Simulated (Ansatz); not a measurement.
# 3-layer arsenene (AB) in a perpendicular field

What dipole does a perpendicular field induce in the 3-layer arsenene (AB)? A positive field points along +c.

Main program and level: Ansatz 0.2.0; plane-wave DFT, PBE-D3(BJ), Ansatz PAW.

Report form: inputs, costs, results and the conclusion, without the logs.

### Step 1. Set-up

The cell holds 6 atoms: 6 As. Cell: a = 3.610 Å, b = 3.610 Å, c = 51.400 Å, α = 90.0°, β = 90.0°, γ = 120.0°. Regions: layer 1: arsenene, 2 atoms (2 As); layer 2: arsenene, 2 atoms (2 As); layer 3: arsenene, 2 atoms (2 As). Vacuum lies along c.

### Step 2. Relaxation

The starting cell is a guess, so the in-plane lattice and the atoms are relaxed first, with the slab cut off from its images along the normal.

The input, input.yaml:

```yaml
crystal:
  lattice:
    - [3.61, 0.0, 0.0]
    - [-1.805, 3.1263517077, 0.0]
    - [0.0, 0.0, 51.3999999983]
  atoms:
    - { symbol: As, position: [0.6666666667, 0.3333333333, 0.4007782101] }
    - { symbol: As, position: [0.3333333333, 0.6666666667, 0.4280155642] }
    - { symbol: As, position: [0.0, 0.0, 0.486381323] }
    - { symbol: As, position: [0.6666666667, 0.3333333333, 0.513618677] }
    - { symbol: As, position: [0.6666666667, 0.3333333333, 0.5719844358] }
    - { symbol: As, position: [0.3333333333, 0.6666666667, 0.5992217899] }
  periodic: [true, true, false]
kpoints:
  mp_grid: { grid: [12, 12, 1] }
hamiltonian:
  xc: pbe
  dispersion: d3bj
scf:
  occupations: { method: fermi_dirac, width: 0.05 }
  convergence: { dr2_threshold: 1.0e-09 }
relax:
  f_tol: 0.004
  max_steps: 90
  cell: {}
output:
  write_potential: true
  write_density: true
  volumetric_format: npy
```

Run with:

```
> ansatz run input.yaml --threads 4 --pin off --max-ram 8192MiB --backend cpu --events-out ev --progress --plain --runs-dir out
```

It took 3.4 min on 4 threads of Intel Xeon at 2.50GHz (Skylake/Cascade Lake), shared host; peak memory 1.3 GiB.

Relaxation path:

```
step  energy less that of the first step (eV)  largest force component (eV/Å)  volume (Å³)
   1                                   0.0000                          0.7268       580.11
   2                                  -0.1364                          0.3823       582.14
   3                                  -0.1869                          0.2684       580.52
   4                                  -0.2105                          0.0596       581.54
   5                                  -0.2130                          0.0915       582.59
   6                                  -0.2182                          0.0335       590.63
   7                                  -0.2189                          0.0014       588.26
  8*                                  -0.2191                          0.0015       588.26
```

Relaxation steps marked * repeat the geometry before them on a plane-wave basis chosen anew for their cell, so energy and pressure can jump there.

Forces are held to the 6 operations that the program found; a distortion that breaks them can't arise in this run.

```
cell as run  before  after  change
      a (Å)   3.610  3.635  +0.7 %
      b (Å)   3.610  3.635  +0.7 %
```

The atoms that moved most (Å, along periodic axes as changes of fractional coordinates times the final cell, across vacuum about the mean position):

```csv
atom,dx,dy,dz,length
As4,0.000,0.000,-0.470,0.470
As3,0.000,0.000,-0.425,0.425
As1,0.000,0.000,0.371,0.371
As2,0.000,0.000,0.327,0.327
As5,0.000,0.000,0.109,0.109
As6,0.000,0.000,0.088,0.088
```

Numbers from this step:

| Item | Value |
| --- | --- |
| energy at zero smearing | -29138.5010 eV |

The lattice constant a goes from 3.610 to 3.635 Å.

### Step 3. Single point, field 0, start network

A sawtooth potential applies the field, turning back in the middle of the vacuum. With the dipole correction the typed value is the field outside the slab. The induced dipole is small, so the SCF threshold is tight.

The cell differs from the one that the last finished run ended in (c 51.400 → 27.917 Å).

The input, input.yaml:

```yaml
crystal:
  lattice:
    - [3.6352820689, 0.0, 0.0]
    - [-1.8176410344, 3.1482466216, 0.0]
    - [0.0, 0.0, 27.9169869062]
  atoms:
    - { symbol: As, position: [0.6666666667, 0.3333333333, 0.3223843615] }
    - { symbol: As, position: [0.3333333333, 0.6666666667, 0.3709340503] }
    - { symbol: As, position: [0.0, 0.0, 0.4514508915] }
    - { symbol: As, position: [0.6666666667, 0.3333333333, 0.5000092905] }
    - { symbol: As, position: [0.6666666667, 0.3333333333, 0.6282038748] }
    - { symbol: As, position: [0.3333333333, 0.6666666667, 0.6776156385] }
kpoints:
  mp_grid: { grid: [18, 18, 1] }
  band_path:
    path: [[0, 0, 0], [0.5, 0, 0], [0.33333333, 0.33333333, 0], [0, 0, 0]]
    npoints: 16
hamiltonian:
  xc: pbe
  dispersion: d3bj
scf:
  occupations: { method: fermi_dirac, width: 0.02585 }
  convergence: { dr2_threshold: 1.0e-10 }
efield:
  axis: 3
  dipole_correction: true
  ramp_position: 0.97
  ramp_width: 0.06
  amplitude: 0
output:
  dos: { projected: true, e_range: [-6, 5] }
  write_potential: true
  write_density: true
  volumetric_format: npy
  elf: true
```

It took 47 s on 4 threads; peak memory 1.2 GiB; 2.9 min of CPU time.

This step gave:

| Item | Value |
| --- | --- |
| energy at zero smearing | -29138.5018 eV |
| work function, upper face | 4.170 eV |
| work function, lower face | 4.100 eV |
| dipole along the normal | -0.004488 e·Å |
| step between the vacuum levels | 0.07095 eV |

Running mean over a fixed 2.8 Å (it still follows the layers) of the planar mean; the ramp of the sawtooth is left out. The electron's electrostatic potential energy less the Fermi level by z:

| z (Å) | electron's electrostatic potential energy less the Fermi level (eV) |
| --- | --- |
| 3.5 | 4.10 |
| 4.0 | 4.10 |
| 4.5 | 4.10 |
| 5.0 | 4.09 |
| 5.5 | 4.08 |
| 6.0 | 4.03 |
| 6.5 | 3.85 |
| 7.0 | 3.13 |
| 7.5 | 1.91 |
| 8.0 | 0.552 |
| 8.5 | -1.33 |
| 9.0 | -2.71 |
| 9.5 | -3.60 |
| 10.0 | -3.52 |
| 10.5 | -3.06 |
| 11.0 | -2.64 |
| 11.5 | -2.15 |
| 12.0 | -2.71 |
| 12.5 | -3.08 |
| 13.0 | -3.58 |
| 13.5 | -3.58 |
| 14.0 | -2.66 |
| 14.5 | -1.27 |
| 15.0 | 0.425 |
| 15.5 | 1.09 |
| 16.0 | 1.11 |
| 16.5 | 0.449 |
| 17.0 | -1.20 |
| 17.5 | -2.57 |
| 18.0 | -3.46 |
| 18.5 | -3.39 |
| 19.0 | -2.43 |
| 19.5 | -0.930 |
| 20.0 | 0.876 |
| 20.5 | 2.17 |
| 21.0 | 3.37 |
| 21.5 | 3.97 |
| 22.0 | 4.12 |
| 22.5 | 4.16 |
| 23.0 | 4.17 |
| 23.5 | 4.17 |
| 24.0 | 4.17 |
| 24.5 | 4.17 |

The density of states has structure finer than the step of the table below, so its rows give means over 0.2 eV. Peaks (eV: height): -5.81: 6.85, -4.76: 8.97, -3.49: 6.72, -3.05: 11.4, -2.58: 7.61, 0.73: 6.28, 1.64: 8.45.

Table of density of states by energy, zero at the Fermi level; means over each step:

energy (eV), density of states (states/eV a cell) and a bar:
```
     -5.8        4.6 ###################
     -5.6        1.8 #######
     -5.4        1.5 #####
     -5.2        1.4 #####
     -5.0        1.5 #####
     -4.8        4.7 ####################
     -4.6        3.9 ################
     -4.4        3.9 ################
     -4.2        3.2 #############
     -4.0        5.0 #####################
     -3.8        4.3 ##################
     -3.6        5.6 ########################
     -3.4        4.2 ##################
     -3.2        3.4 ##############
     -3.0        5.8 #########################
     -2.8        3.3 #############
     -2.6        4.9 #####################
     -2.4        4.9 #####################
     -2.2        3.8 ################
     -2.0        3.0 ############
     -1.8        3.6 ###############
     -1.6        2.7 ###########
     -1.4        3.5 ##############
     -1.2        1.2 ####
     -1.0        0.7 ##
     -0.8        0.6 #
     -0.6        0.4 
     -0.4        0.3 
     -0.2        0.4 
      0.0        0.9 ###
      0.2        1.0 ###
      0.4        1.1 ###
      0.6        2.9 ############
      0.8        4.6 ###################
      1.0        4.0 #################
      1.2        4.6 ###################
      1.4        3.7 ###############
      1.6        6.9 ##############################
      1.8        4.4 ###################
```

Projected DOS per atom over height of the atomic layer and energy from the Fermi level. Layers: As As As As As As from below.

Values in states/eV, 22 rows by 6 columns, each cell a mean:
```
1.04 0.80 0.83 1.04 0.42 0.44
0.81 0.75 0.66 0.76 0.79 0.74
0.66 0.60 0.53 0.64 0.74 0.76
0.67 0.51 0.61 0.71 0.64 0.71
0.23 0.15 0.19 0.23 0.11 0.13
0.21 0.12 0.14 0.20 0.04 0.06
0.09 0.06 0.08 0.09 0.01 0.02
0.11 0.08 0.11 0.13 0.03 0.04
0.19 0.12 0.16 0.21 0.14 0.16
0.49 0.38 0.31 0.45 0.62 0.65
0.64 0.52 0.46 0.59 0.55 0.57
0.65 0.48 0.48 0.58 0.76 0.79
0.80 0.58 0.63 0.73 0.97 0.97
0.93 0.72 0.71 0.87 0.61 0.70
0.62 0.57 0.56 0.63 0.72 0.77
0.94 0.88 0.87 0.93 0.73 0.74
0.83 0.73 0.71 0.86 0.66 0.62
0.62 0.68 0.68 0.67 0.48 0.42
0.33 0.41 0.39 0.39 1.35 1.25
0.16 0.25 0.26 0.17 0.31 0.30
0.23 0.40 0.41 0.25 0.15 0.15
0.61 0.99 1.02 0.66 0.01 0.01
```
Columns: height of the atomic layer (Å) from 9 to 18.9 (not evenly spaced); rows upwards: energy from the Fermi level (eV) from -5.96 to 1.96.

The electronic bands at the labelled points (eV, zero at the Fermi level):

| point | band 42 | band 43 | band 44 | band 45 | band 46 | band 47 | band 48 | band 49 |
| --- | --- | --- | --- | --- | --- | --- | --- | --- |
| Γ | -1.46 | -1.32 | -1.32 | -0.26 | 0.29 | 0.84 | 1.50 | 1.50 |
| halfway | -2.40 | -2.35 | -1.69 | -1.11 | 0.37 | 0.64 | 1.83 | 2.26 |
| M | -3.15 | -3.03 | -2.72 | -1.95 | 0.22 | 0.60 | 1.11 | 1.67 |
| halfway | -3.70 | -3.04 | -2.59 | -2.05 | 0.60 | 1.40 | 1.71 | 1.99 |
| K | -3.45 | -3.32 | -3.17 | -2.54 | 0.71 | 1.05 | 1.21 | 2.12 |
| halfway | -3.49 | -2.26 | -1.45 | -0.97 | 0.82 | 1.63 | 1.94 | 2.19 |
| Γ | -1.46 | -1.32 | -1.32 | -0.26 | 0.29 | 0.84 | 1.50 | 1.50 |

ELF in the ca plane at fractional y = 0.333, with atoms of As within 0.2 Å of it. It is the smooth field of the valence electrons, not physical close to the nuclei.

Ten even steps from '0' (0.00) to '9' (0.87), each cell a mean:
```
88776764311235676778621488766664432100000000
99755653100014565579831698645653100000000000
98532553100013552358942797323542000000000000
99633553100013553368841798434542100000000000
99766664210124666688831688766653211000000000
67666665421245666666410366666665543210000000
12234556543456554322100012335566776420000000
00123556643466553210000001124566787421000000
34455665532355665544200134456666665310000000
```
Columns run along c (16.0 Å, from fractional 0.28 to 0.86 of the cell), rows up along a (3.6 Å). Atoms in or near the plane, at fractional coordinates: As at (0.32, 0.67), As at (0.50, 0.67), As at (0.63, 0.67).

Valence density in the ca plane at fractional y = 0.333, with atoms of As within 0.2 Å of it. It is the smooth field of the valence electrons, not physical close to the nuclei.

Ten steps, logarithmic in the rise over the least value, from '0' (0 e/Å³) to '9' (24 e/Å³), each cell a mean:
```
01222211000011122221000011222111000000000000
12576311000001136752100023674210000000000000
14898421000001258974100125997310000000000000
13798421000001248973100125896310000000000000
12354211000001124532100012453211000000000000
01122111100011112211000001122111100000000000
00011111111111111100000000011111100000000000
00001111111111111000000000001111100000000000
00111111110111111110000000111111100000000000
```
Columns run along c (16.0 Å, from fractional 0.28 to 0.86 of the cell), rows up along a (3.6 Å). Atoms in or near the plane, at fractional coordinates: As at (0.32, 0.67), As at (0.50, 0.67), As at (0.63, 0.67).

Electrostatic potential energy in the ca plane at fractional y = 0.333, with atoms of As within 0.2 Å of it. With pseudopotentials it is smooth inside the atoms' cores, unlike the true potential.

Ten even steps from '0' (-15 eV) to '9' (6 eV), each cell a mean:
```
86312577888887652136899985213678899999999999
72142058899988502512799850340278999999999999
60799037999997309970699832995068999999999999
60587048999997407841699841783168999999999999
84010268899988620104899862010478899999999999
97645667788877765467999987545677889999999999
99887755678765577889999998887655689999999999
99988754578754568899999999887644689999999999
98877766788766677788999998777666789999999999
```
Columns run along c (16.0 Å, from fractional 0.28 to 0.86 of the cell; values clipped at the 3rd and 97th percentile), rows up along a (3.6 Å). Atoms in or near the plane, at fractional coordinates: As at (0.32, 0.67), As at (0.50, 0.67), As at (0.63, 0.67).

The work function of the upper face is 4.17 eV.

### Step 4. Atoms held, field 0.05 V/Å

input.yaml, as its differences from that of step 3:

```diff
@@ -28,5 +28,4 @@
   ramp_width: 0.06
-  amplitude: 0
+  amplitude: 0.05
 output:
-  dos: { projected: true, e_range: [-6, 5] }
   write_potential: true
@@ -34,2 +33 @@
   volumetric_format: npy
-  elf: true
```

Elapsed: 46 s, on 4 threads; peak memory 1.1 GiB; 2.9 min of CPU time.

The dipole is 0.0334 e·Å, 0.0379 e·Å from its value without field.

### Step 5. Single point, field -0.05 V/Å

input.yaml, as its differences from that of step 4:

```diff
@@ -28,3 +28,3 @@
   ramp_width: 0.06
-  amplitude: 0.05
+  amplitude: -0.05
 output:
```

It took 49 s on 4 threads; peak memory 1.1 GiB.

The dipole is -0.0424 e·Å, -0.0379 e·Å from its value without field.

### Step 6. Atoms held, field 0.1 V/Å

input.yaml, as its differences from that of step 5:

```diff
@@ -26,5 +26,5 @@
   dipole_correction: true
-  ramp_position: 0.97
-  ramp_width: 0.06
-  amplitude: -0.05
+  ramp_position: 0.9602
+  ramp_width: 0.0795
+  amplitude: 0.1
 output:
```

Elapsed: 50 s, on 4 threads; peak memory 1.1 GiB; 3 min of CPU time.

The dipole is 0.0712 e·Å, 0.0757 e·Å from its value without field.

### Step 7. Single point, field -0.1 V/Å

input.yaml, as its differences from that of step 6:

```diff
@@ -28,3 +28,3 @@
   ramp_width: 0.0795
-  amplitude: 0.1
+  amplitude: -0.1
 output:
```

The job ended after 48 s (4 threads; peak memory 1.1 GiB).

The dipole is -0.0804 e·Å, -0.0759 e·Å from its value without field.

### Step 8. Single point, field 0.2 V/Å

input.yaml, as its differences from that of step 7:

```diff
@@ -28,3 +28,3 @@
   ramp_width: 0.0795
-  amplitude: -0.1
+  amplitude: 0.2
 output:
```

Elapsed: 49 s, on 4 threads; peak memory 1.1 GiB.

The dipole is 0.147 e·Å, 0.151 e·Å from its value without field.

### Step 9. Atoms held, field -0.2 V/Å

input.yaml, as its differences from that of step 8:

```diff
@@ -28,3 +28,3 @@
   ramp_width: 0.0795
-  amplitude: 0.2
+  amplitude: -0.2
 output:
```

It took 47 s on 4 threads; peak memory 1.1 GiB.

The dipole is -0.157 e·Å, -0.152 e·Å from its value without field.

### Step 10. Atoms held, field 0.3 V/Å

input.yaml, as its differences from that of step 9:

```diff
@@ -26,5 +26,5 @@
   dipole_correction: true
-  ramp_position: 0.9602
-  ramp_width: 0.0795
-  amplitude: -0.2
+  ramp_position: 0.9577
+  ramp_width: 0.0847
+  amplitude: 0.3
 output:
```

The job ended after 50 s (4 threads; peak memory 1.1 GiB; 3.1 min of CPU time).

The dipole is 0.222 e·Å, 0.227 e·Å from its value without field.

### Step 11. Single point, field -0.3 V/Å

input.yaml, as its differences from that of step 10:

```diff
@@ -28,3 +28,3 @@
   ramp_width: 0.0847
-  amplitude: 0.3
+  amplitude: -0.3
 output:
```

Run time: 50 s. Hardware: 4 threads; peak memory 1.1 GiB.

The dipole is -0.233 e·Å, -0.229 e·Å from its value without field.

### Step 12. Atoms held, field 0.4 V/Å

input.yaml, as its differences from that of step 11:

```diff
@@ -26,5 +26,5 @@
   dipole_correction: true
-  ramp_position: 0.9577
-  ramp_width: 0.0847
-  amplitude: -0.3
+  ramp_position: 0.9244
+  ramp_width: 0.1512
+  amplitude: 0.4
 output:
```

It took 51 s on 4 threads; peak memory 1.1 GiB; 3.2 min of CPU time.

The dipole is 0.298 e·Å, 0.302 e·Å from its value without field.

### Step 13. Single point, field -0.4 V/Å

input.yaml, as its differences from that of step 12:

```diff
@@ -28,3 +28,3 @@
   ramp_width: 0.1512
-  amplitude: 0.4
+  amplitude: -0.4
 output:
```

Run time: 52 s. Hardware: 4 threads; peak memory 1.1 GiB.

The dipole is -0.310 e·Å, -0.306 e·Å from its value without field.

### Step 14. Response, atoms held

This step: plane-wave DFT, PBE-D3(BJ), Ansatz PAW; response to a field along the normal, atoms held (Ansatz 0.2.0).

The dipoles give the slope, and the difference of two potentials shows where the field is screened.

This step gave:

```
equivalent conductor thickness p/(ε₀AE) : 11.98 Å
distance between the outer atoms        : 9.917 Å
```

Dipole of the cell against applied field:

```
applied field (V/Å)  dipole of the cell (e·Å)
             -0.400                    -0.310
             -0.300                    -0.233
             -0.200                    -0.157
             -0.100                   -0.0804
             -0.050                   -0.0424
              0.000                  -0.00449
              0.050                    0.0334
              0.100                    0.0712
              0.200                     0.147
              0.300                     0.222
              0.400                     0.298
```

Local field over the applied field, running mean. From the potentials at -0.05 and 0.05 V/Å; running mean over 2.8 Å. Local field over applied field against z:

```
z (Å)  local field over applied field
    5                           0.989
    6                           0.934
    7                           0.727
    8                           0.411
    9                           0.122
   10                          0.0212
   11                          0.0182
   12                          0.0230
   13                          0.0140
   14                          0.0547
   15                           0.150
   16                           0.173
   17                          0.0974
   18                          0.0294
   19                           0.137
   20                           0.435
   21                           0.751
   22                           0.942
   23                           0.990
```

Electrons, planar mean, per unit field. Table of induced electron density by z:

| z (Å) | induced electron density (e/Å³ per V/Å) |
| --- | --- |
| 5 | 4.5e-5 |
| 6 | 2.9e-4 |
| 7 | 0.00150 |
| 8 | 0.00331 |
| 9 | 6.4e-4 |
| 10 | -1.5e-4 |
| 11 | -1.3e-4 |
| 12 | 1.8e-4 |
| 13 | 6.8e-5 |
| 14 | -2.9e-4 |
| 15 | -0.00140 |
| 16 | 5.5e-4 |
| 17 | 8.9e-4 |
| 18 | -8.4e-6 |
| 19 | -8.6e-4 |
| 20 | -0.00334 |
| 21 | -0.00133 |
| 22 | -2.5e-4 |
| 23 | -3.8e-5 |

By hand: between -0.05 and 0.05 V/Å the dipole changes by 0.07579 e·Å, a slope of 0.7579 e·Å²/V. A perfect conductor of thickness t has p = ε₀AEt, so t = 180.95 × 0.7579 / 11.445 = 11.98 Å (e/ε₀ = 180.95 V·Å, A in Å²).

The induced dipole is that of a conductor 11.98 Å thick.

### Step 15. Outcome

| Quantity | Value |
| --- | --- |
| gap without field | none |
| work function, upper face | 4.17 eV |
| step between the vacuum levels | 0.0710 eV |
| equivalent conductor thickness, atoms held | 12.0 Å |

In words: The induced dipole equals that of a perfect conductor 11.98 Å thick, while the outer atoms lie 9.92 Å apart. The two faces differ: the vacuum level above lies 0.07 eV higher than the one below. There is no gap over 0.03 eV, with or without the field. Spin-orbit coupling is left out.

[Long decimals in the printed logs are rounded to 6 places.]

[Logs are printed without paths, hosts, clocks, repeated set-up lines and the standing remarks that a program may print on its own settings, such as how far it seeks lower states.]

[Hosts, paths, dates, database ids (printed as entryN), source tags and the programs' standing remarks are cut or masked in the printed files.]

[Maps of the electrostatic potential energy from Ansatz leave out the sawtooth potential of an applied field or a dipole correction, so their vacuum need not be flat; planar profiles and work functions include it.]

[The density of states shown here was stored with 400 of the rows of the run's finer table, so its peaks can read low, often by over a quarter, or be missed, and its means over a window can be off by a tenth or more.]
